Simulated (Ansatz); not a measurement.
## Na on Nb(110): change of the work function: cost of one run

Ansatz 0.2.0; plane-wave DFT, RPBE, Ansatz PAW, but for the change named below. The cell holds 18 atoms.

The input, input.yaml:

```yaml
crystal:
  lattice:
    - [4.6669047558, -3.3, 0.0]
    - [4.6669047558, 3.3, 0.0]
    - [0.0, 0.0, 28.1491609453]
  atoms:
    - { symbol: Nb, position: [0.0, 0.0, 0.3197253381] }
    - { symbol: Nb, position: [0.25, 0.25, 0.4026213215] }
    - { symbol: Nb, position: [0.0, 0.0, 0.487571783] }
[... 9 atom lines left out ...]
    - { symbol: Nb, position: [0.5, 0.5, 0.3197253381] }
    - { symbol: Nb, position: [0.75, 0.75, 0.4026213215] }
    - { symbol: Nb, position: [0.5, 0.5, 0.487571783] }
    - { symbol: Nb, position: [0.75, 0.75, 0.5681350541] }
    - { symbol: Na, position: [0.0, 0.25, 0.6802746619] }
    - { symbol: Na, position: [0.5, 0.75, 0.6802746619] }
kpoints:
  mp_grid: { grid: [6, 6, 1] }
hamiltonian:
  xc: rpbe
  hubbard: { sites: [{ species: Nb, l: d, u_eff: 4.0 }], double_counting: amf }
scf:
  occupations: { method: fermi_dirac, width: 0.1 }
  convergence: { dr2_threshold: 1.0e-08 }
efield:
  axis: 3
  dipole_correction: true
  ramp_position: 0.97
  ramp_width: 0.06
relax:
  f_tol: 0.02
  max_steps: 60
  constraints: [{ sites: [0, 1, 4, 5, 8, 9, 12, 13] }]
output:
  bader: true
  dos: { projected: true, e_range: [-8, 4] }
  write_potential: true
  write_density: true
  volumetric_format: npy
```

Command:

```sh
$ ansatz run input.yaml --threads 4 --pin off --max-ram 6144MiB --backend cpu --events-out ev --progress --plain --runs-dir out
```

The cutoff in use is 420 eV. For reference, a run of the same kind (4 atoms, 36 k-points, 32 bands and 3,769 plane waves; 27 SCF cycles) took 29 s and 0.58 GiB on the same hardware.

Q: Estimate wall time and peak memory on 4 threads of Arm Neoverse N1, shared host.

A cutoff of 420 eV is a sphere of radius 10.5 Å⁻¹, so a cell of 867 Å³ holds about V·G³/6π² = 16,945 plane waves. At two electrons a band, the 226 electrons need 113 bands, and 23 more are carried. Symmetry cuts the 6×6×1 mesh from 36 to 20 points. The run has 20 k-points, 136 bands and 16,951 plane waves. Taking the work of a cycle as k-points × spins × bands × plane waves, that is 11 times the reference, or 5.1 min at the reference's 27 cycles. The run needed 56 SCF cycles over 4 ionic steps, which makes it about 11 min. One copy of the wavefunctions takes 0.69 GiB at 16 bytes a coefficient, against 0.065 GiB in the reference; grids, projectors and work arrays come on top. Measured: about 17 min, with a peak of 4.6 GiB. The run took longer than the estimate, which leaves out the steps that grow as the square of the band count.

[Logs are printed without paths, hosts, clocks, repeated set-up lines and the standing remarks that a program may print on its own settings, such as how far it seeks lower states.]

[Hosts, paths, dates, database ids (printed as entryN), source tags and the programs' standing remarks are cut or masked in the printed files.]

[Maps of the electrostatic potential energy from Ansatz leave out the sawtooth potential of an applied field or a dipole correction, so their vacuum need not be flat; planar profiles and work functions include it.]
